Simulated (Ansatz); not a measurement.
## YCrB4 (Pbam): band gap by G0W0 on LDA

Wanted: the gap of YCrB4 (Pbam) with a many-body correction, and the time that it takes.

Program: Ansatz 0.2.0. Level of theory: LDA, then G0W0 on it, plane waves, PAW. Results are calculated unless marked as measured.

**Experimental background.**

- Gap 200 meV: band gap from B K-edge XAS/XES; X-ray absorption and emission spectroscopy; 300 K; bulk crystal (arc-melted crystal) (“Electronic topological transition of 2D boron by the ion exchange reaction”, 2022, arxiv:2205.05259).

## Step 1: Starting point

The structure is orthorhombic, space group Pbam (No. 55). Conventional cell: a = 5.972 Å, b = 11.460 Å, c = 3.461 Å, α = 90.00°, β = 90.00°, γ = 90.00°. Y has 14 B at 2.59 to 2.78 Å nearest. Cr has 10 B at 2.22 to 2.30 Å and 1 Cr at 2.38 Å nearest. B has 3 B at 1.76 to 1.97 Å and 2 Cr at 2.30 Å and 4 Y at 2.72 to 2.73 Å nearest. Nearest to B lie 5 B at 1.61 to 2.75 Å and 2 Cr at 2.23 Å and 4 Y at 2.74 to 2.78 Å. B has 3 B at 1.61 to 1.79 Å and 4 Cr at 2.27 to 2.29 Å and 2 Y at 2.59 Å nearest. Nearest to B lie 5 B at 1.66 to 2.72 Å and 2 Cr at 2.22 Å and 4 Y at 2.74 to 2.76 Å. Farther neighbours are not listed.

Structure file:

```cif
data_structure
_symmetry_space_group_name_H-M 'Pbam'
_symmetry_Int_Tables_number 55
_cell_length_a 5.9720
_cell_length_b 11.4600
_cell_length_c 3.4610
_cell_angle_alpha 90.000
_cell_angle_beta 90.000
_cell_angle_gamma 90.000
_cell_volume 236.87
loop_
_atom_site_label
_atom_site_type_symbol
_atom_site_symmetry_multiplicity
_atom_site_Wyckoff_symbol
_atom_site_fract_x
_atom_site_fract_y
_atom_site_fract_z
_atom_site_occupancy
Y1 Y 4 g 0.12500 0.15000 0.00000 1
Cr1 Cr 4 g 0.12500 0.41900 0.00000 1
B1 B 4 h 0.28000 0.31500 0.50000 1
B2 B 4 h 0.48500 0.18000 0.50000 1
B3 B 4 h 0.38500 0.05000 0.50000 1
B4 B 4 h 0.34000 0.46500 0.50000 1
```

The start is a cell from the Crystallography Open Database. The default PAW set here is soft_2. Its files were made with PBE.

## Step 2: Relaxing the structure

The structure is relaxed first.

This step: DFT, LDA, plane waves, PAW.

File input.yaml:

```yaml
crystal:
  lattice:
    - [5.972, 0.0, 0.0]
    - [0.0, 11.46, 0.0]
    - [0.0, 0.0, 3.461]
  atoms:
    - { symbol: "Y", position: [0.125, 0.15, 0.0] }
    - { symbol: "Y", position: [0.875, 0.85, 0.0] }
    - { symbol: "Y", position: [0.625, 0.35, 0.0] }
    - { symbol: "Y", position: [0.375, 0.65, 0.0] }
    - { symbol: Cr, position: [0.125, 0.419, 0.0] }
    - { symbol: Cr, position: [0.875, 0.581, 0.0] }
    - { symbol: Cr, position: [0.625, 0.081, 0.0] }
    - { symbol: Cr, position: [0.375, 0.919, 0.0] }
    - { symbol: B, position: [0.28, 0.315, 0.5] }
    - { symbol: B, position: [0.72, 0.685, 0.5] }
    - { symbol: B, position: [0.78, 0.185, 0.5] }
    - { symbol: B, position: [0.22, 0.815, 0.5] }
    - { symbol: B, position: [0.485, 0.18, 0.5] }
    - { symbol: B, position: [0.515, 0.82, 0.5] }
    - { symbol: B, position: [0.985, 0.32, 0.5] }
    - { symbol: B, position: [0.015, 0.68, 0.5] }
    - { symbol: B, position: [0.385, 0.05, 0.5] }
    - { symbol: B, position: [0.615, 0.95, 0.5] }
    - { symbol: B, position: [0.885, 0.45, 0.5] }
    - { symbol: B, position: [0.115, 0.55, 0.5] }
    - { symbol: B, position: [0.34, 0.465, 0.5] }
    - { symbol: B, position: [0.66, 0.535, 0.5] }
    - { symbol: B, position: [0.84, 0.035, 0.5] }
    - { symbol: B, position: [0.16, 0.965, 0.5] }
kpoints:
  mp_grid: { grid: [4, 2, 6] }
hamiltonian:
  xc: lda
scf:
  occupations: { method: fermi_dirac, width: 0.02 }
relax:
  f_tol: 0.02
  max_steps: 60
```

Run with:

```console
> ansatz run input.yaml --threads 2 --pin off --max-ram 92160MiB --backend cuda --events-out ev --progress --plain --runs-dir out --devices 1 --max-vram 13GiB
```

Numbers of over 12 decimals in the logs are rounded to 6 here.

Output:

```text
GPUs: using 1 of 1 available (devices: 1).
Engine: ansatz 0.2.0, x86_64-unknown-linux-gnu
Pseudopotentials: kind: paw
Pseudopotential: Y, paw, valence charge 11, recommended cutoff 420 eV (normal), Y.paw.azcp
Pseudopotential: Cr, paw, valence charge 14, recommended cutoff 420 eV (normal), Cr.paw.azcp
Pseudopotential: B, paw, valence charge 3, recommended cutoff 420 eV (normal), B.paw.azcp
Functional definition: SPW92
  exchange = slater_x
  correlation = pw_c
device memory: the entry about to start is reckoned to put 3.5 GiB on a device that reports 58.6 GiB free (of which the cap on the GPU budget leaves the run 13.0 GiB)
GPU FFT provider: cuFFT
GPU libraries: cuBLAS 13.8.2, cuFFT 12.4.0, cuSOLVER 12.3.4
Crystal: 24 atoms, lattice volume = 236.868 Å³
Basis set: ecut = 420 eV, 4603 PW (Γ)
Bands: 98, of which v1, the nominal top of the filled ones, is band 74 counted from 1 (73 counted from 0)
Symmetry: 8 space group operations
Space group: Pbam (ITA 55), of the structure as read, at distance tolerance 6.2e-5 Å
k-points: 24 of 48
Non-local potential: Y, projectors of the file, l = 0: 3, l = 1: 2, l = 2: 2, l = 3: 1
Non-local potential: Cr, projectors of the file, l = 0: 3, l = 1: 2, l = 2: 3, l = 3: 1
Non-local potential: B, projectors of the file, l = 0: 2, l = 1: 2, l = 2: 1
PAW form: soft (Blöchl's): semilocal exchange-correlation on the pseudo side does not see the compensation charge
PAW frozen core: Y, regenerated for the run's functional, and the local potential with it (the file was generated under x = pbe(κ = 0.804, μ = 0.219515), c = pbe(β = 0.066725))
PAW frozen core: Cr, regenerated for the run's functional, and the local potential with it (the file was generated under x = pbe(κ = 0.804, μ = 0.219515), c = pbe(β = 0.066725))
PAW frozen core: B, regenerated for the run's functional, and the local potential with it (the file was generated under x = pbe(κ = 0.804, μ = 0.219515), c = pbe(β = 0.066725))
PAW one-centre angular grid: Y, 590 points (default); XC on 64 Gauss nodes
PAW one-centre angular grid: Cr, 590 points (default); XC on 64 Gauss nodes
PAW one-centre angular grid: B, 110 points (default); XC on 64 Gauss nodes
Initial density: superposition of atomic densities (neutral atoms: chi_scale 0, normalization atom), corrected by the library's trained network
Initial wavefunctions: pseudopotential atomic-orbital guess
GPU buffer pool allocated for 76800 grid points (all kernels)
GPU transforms: local potential and band sums: pruned to the plane-wave sphere, on 40×80×24
Functional: x = slater, c = lda
SCF iter   1: F=—  HF=-30685.905245 eV  |F-HF|=—  |Δ(HF+E_count)|=         —  Δρ=9.97e-3  dr2=1.60e-1  ethr=1.77e-3  ⟨swp⟩=5.5  Hψ=8489  notcnv=0  defer=199
preconditioner: auto → Kerker (q_TF=auto, 2.523 Å⁻¹)  [metal: Δε(μ)=0.038 eV  Ē_g=11.142 eV  σ=0.020 eV  W_gap=0.40  n_scr=70 (ndim 8)  ℏωp=25.1 eV  f_vac=0.000  D(μ)=4.80/eV (n_scr^D=22)]
SCF iter   2: F=—  HF=-30685.862558 eV  |F-HF|=—  |Δ(HF+E_count)|=   4.27e-2  Δρ=4.75e-3  dr2=5.10e-2  ethr=1.08e-4  ⟨swp⟩=2.0  Hψ=2903  notcnv=0  defer=362
SCF iter   3: F=—  HF=-30685.849500 eV  |F-HF|=—  |Δ(HF+E_count)|=   1.31e-2  Δρ=1.22e-3  dr2=5.44e-3  ethr=3.45e-5  ⟨swp⟩=2.5  Hψ=2916  notcnv=0  defer=363
SCF iter   4: F=—  HF=-30685.848683 eV  |F-HF|=—  |Δ(HF+E_count)|=   8.18e-4  Δρ=2.94e-4  dr2=2.34e-4  ethr=3.68e-6  ⟨swp⟩=2.0  Hψ=2828  notcnv=0  defer=363
SCF iter   5: F=—  HF=-30685.848622 eV  |F-HF|=—  |Δ(HF+E_count)|=   6.09e-5  Δρ=1.12e-4  dr2=3.28e-5  ethr=1.58e-7  ⟨swp⟩=2.6  Hψ=3489  notcnv=0  defer=363
SCF iter   6: F=-30685.848612 eV  HF=-30685.848613 eV  |F-HF|=1.60e-6  |Δ(HF+E_count)|=   8.51e-6  Δρ=2.55e-5  dr2=2.44e-6  ethr=6.76e-9  ⟨swp⟩=4.0  Hψ=6648  notcnv=0
SCF 1 converged in 6 iterations: F = -30685.848612 eV  dr2 = 2.44e-6
  greatest PAW one-centre occupation: 1.000 electrons in one spin orbital (limit 2), on the Cr atom at site 7 (counted from 0), in its partial waves of l = 0
relax step   1: F+E_penalty+E_count = -30685.84861157 eV  Δ(F+E_penalty+E_count) = +0.000e0 eV  max|allowed force component| = 3.147e0 eV/Å  Δτ_max = 0.0000 Å  (6 SCF iters, dr2 threshold 1.00e-5 eV, accepted)
[...]
relax step   2: F+E_penalty+E_count = -30687.08351015 eV  Δ(F+E_penalty+E_count) = -1.235e0 eV  max|allowed force component| = 1.377e0 eV/Å  Δτ_max = 0.0994 Å  (6 SCF iters, dr2 threshold 1.00e-4 eV, accepted)
[...]
relax step   3: F+E_penalty+E_count = -30687.33991918 eV  Δ(F+E_penalty+E_count) = -2.564e-1 eV  max|allowed force component| = 1.114e0 eV/Å  Δτ_max = 0.1218 Å  (6 SCF iters, dr2 threshold 1.00e-4 eV, accepted)
[...]
relax step   4: F+E_penalty+E_count = -30687.62664807 eV  Δ(F+E_penalty+E_count) = -2.867e-1 eV  max|allowed force component| = 1.305e-1 eV/Å  Δτ_max = 0.0774 Å  (6 SCF iters, dr2 threshold 1.00e-4 eV, accepted)
[...]
relax step   5: F+E_penalty+E_count = -30687.63312321 eV  Δ(F+E_penalty+E_count) = -6.475e-3 eV  max|allowed force component| = 3.500e-2 eV/Å  Δτ_max = 0.0114 Å  (6 SCF iters, dr2 threshold 1.06e-6 eV, accepted)
[...]
relax step   6: F+E_penalty+E_count = -30687.63356335 eV  Δ(F+E_penalty+E_count) = -4.401e-4 eV  max|allowed force component| = 6.313e-3 eV/Å  Δτ_max = 0.0033 Å  (6 SCF iters, accepted)
SCF converged after 6 iterations
Free energy (F): -30687.633563 eV
Harris-Foulkes:  -30687.633563 eV  (|F-HF|=3.64e-11)
Internal energy: -30687.633272 eV  (E = F + TS)
E sigma→0 (E₀):  -30687.633418 eV
Entropy (-TS):   -0.000292 eV (-0.012 meV/atom)
Fermi energy:    13.558333 eV
--- Per-component energies (eV) ---
  E_band       = -820.045671
  E_kinetic    = 3397.243928
  E_local      = -9478.090640  (includes V_loc(G=0)·N_el)
  E_nonlocal   = 733.161632
  E_hartree    = 3949.208243
  E_xc         = -1769.985062
  E_vxc        = -2136.639963  (∫ρ·V_xc dr)
  E_paw        = -16620.601053  (= ΣΔE_a)
  E_vpaw       = -1234.139077  (= ΣTr[D̂ρ^β])
  E_aug_tail   = 0.001371  (compensation charges beyond the density's cutoff)
  E_ewald      = -10902.083881
  E_core_change = 3.512191  (= ΣΔE_core)
  E_smearing   = -0.000292  (= −TS)
  E_closure    = -0.000000  (closes the sum)
  Σ components = -30687.633563   (vs F -30687.633563, Δ=0.00e0)
--- Forces (eV/Å), atoms counted from 1 ---
  atom   1  Y      0.00238349     0.00146525    -0.00000000
  atom   2  Y     -0.00238349    -0.00146525     0.00000000
  atom   3  Y      0.00238349    -0.00146525    -0.00000000
  atom   4  Y     -0.00238349     0.00146525     0.00000000
  atom   5  Cr     0.00059697    -0.00631330    -0.00000000
  atom   6  Cr    -0.00059697     0.00631330     0.00000000
  atom   7  Cr     0.00059697     0.00631330    -0.00000000
  atom   8  Cr    -0.00059697    -0.00631330     0.00000000
  atom   9  B      0.00095649     0.00062452    -0.00000000
  atom  10  B     -0.00095649    -0.00062452     0.00000000
  atom  11  B      0.00095649    -0.00062452    -0.00000000
  atom  12  B     -0.00095649     0.00062452     0.00000000
  atom  13  B     -0.00199957     0.00070754     0.00000000
  atom  14  B      0.00199957    -0.00070754    -0.00000000
  atom  15  B     -0.00199957    -0.00070754     0.00000000
  atom  16  B      0.00199957     0.00070754    -0.00000000
  atom  17  B     -0.00063124     0.00106408     0.00000000
  atom  18  B      0.00063124    -0.00106408    -0.00000000
  atom  19  B     -0.00063124    -0.00106408     0.00000000
  atom  20  B      0.00063124     0.00106408    -0.00000000
  atom  21  B     -0.00125731     0.00104781     0.00000000
  atom  22  B      0.00125731    -0.00104781    -0.00000000
  atom  23  B     -0.00125731    -0.00104781     0.00000000
  atom  24  B      0.00125731     0.00104781    -0.00000000
  max |Σ_I F_I| component: 6.51e-19 eV/Å
--- Relaxed structure (6 steps of the walk, 6 accepted, 0 SCFs on fresh bases) ---
  F+E_penalty+E_count = -30687.63356335 eV   max|allowed force component| = 6.313e-3 eV/Å
  atoms:
    - { symbol: Y, position: [0.124120, 0.150367, 0] }
    - { symbol: Y, position: [0.875880, 0.849633, 0] }
    - { symbol: Y, position: [0.624120, 0.349633, 0] }
    - { symbol: Y, position: [0.375880, 0.650367, 0] }
    - { symbol: Cr, position: [0.120130, 0.421779, 5.107714777577213e-19] }
    - { symbol: Cr, position: [0.879870, 0.578221, -5.107714777577214e-19] }
    - { symbol: Cr, position: [0.620130, 0.078221, -5.107714777577223e-19] }
    - { symbol: Cr, position: [0.379870, 0.921779, 5.107714777577222e-19] }
    - { symbol: B, position: [0.278879, 0.316666, 0.5] }
    - { symbol: B, position: [0.721121, 0.683334, 0.5] }
    - { symbol: B, position: [0.778879, 0.183334, 0.5] }
    - { symbol: B, position: [0.221121, 0.816666, 0.5] }
    - { symbol: B, position: [0.475598, 0.191226, 0.5] }
    - { symbol: B, position: [0.524402, 0.808774, 0.5] }
    - { symbol: B, position: [0.975598, 0.308774, 0.5] }
    - { symbol: B, position: [0.024402, 0.691226, 0.5] }
    - { symbol: B, position: [0.387690, 0.046544, 0.5] }
    - { symbol: B, position: [0.612310, 0.953456, 0.5] }
    - { symbol: B, position: [0.887690, 0.453456, 0.5] }
    - { symbol: B, position: [0.112310, 0.546544, 0.5] }
    - { symbol: B, position: [0.361160, 0.467462, 0.5] }
    - { symbol: B, position: [0.638840, 0.532538, 0.5] }
    - { symbol: B, position: [0.861160, 0.032538, 0.5] }
    - { symbol: B, position: [0.138840, 0.967462, 0.5] }
```

Run time: 36 s. Hardware: 1 × NVIDIA H100 80GB HBM3 (shared by 6 runs) with 2 threads of AMD EPYC 7R13 (Zen 3), shared host; peak memory 1 GiB.

Relaxation path:

```csv
step,energy less that of the first step (eV),largest force component (eV/Å)
1,0.0000,3.1465
2,-1.2349,1.3768
3,-1.4913,1.1145
4,-1.7780,0.1305
5,-1.7845,0.0350
6,-1.7850,0.0063
```

The run keeps the 8 symmetry operations that it works with, so distortions that break them were not tested.

The atoms that moved most (Å):

```csv
atom,dx,dy,dz,length
B16,0.056,0.129,0.000,0.140
B13,-0.056,0.129,0.000,0.140
B14,0.056,-0.129,0.000,0.140
B15,-0.056,-0.129,0.000,0.140
B21,0.126,0.028,0.000,0.129
B22,-0.126,-0.028,0.000,0.129
B23,0.126,-0.028,0.000,0.129
B24,-0.126,0.028,0.000,0.129
```

(Part 1 of 3 ends here.)

[Paths, hosts, dates, memory and timing lines, banners, echoed tables and standing remarks are left out of the program output.]

[Logs are printed without paths, hosts, clocks, repeated set-up lines and the standing remarks that a program may print on its own settings, such as how far it seeks lower states.]

[Runs of the session that timed out or met a known fault of the program may be left out.]

[Cells called generated may have been cut or substituted from an entry of the Crystallography Open Database or the Materials Project.]

[Hosts, paths, dates, database ids (printed as entryN), source tags and the programs' standing remarks are cut or masked in the printed files.]

[Where an RPA ε∞ is given, it is that of the G0W0 mesh and is not shown converged in it. Names of k-points follow the symmetry that the program found, which can be lower than the space group named. Band edges on a path are those of the sampled points; other points can move an edge, and change direct to indirect where valleys lie close.]

[Hybrid gaps are those of their k-mesh and are not shown converged in it.]
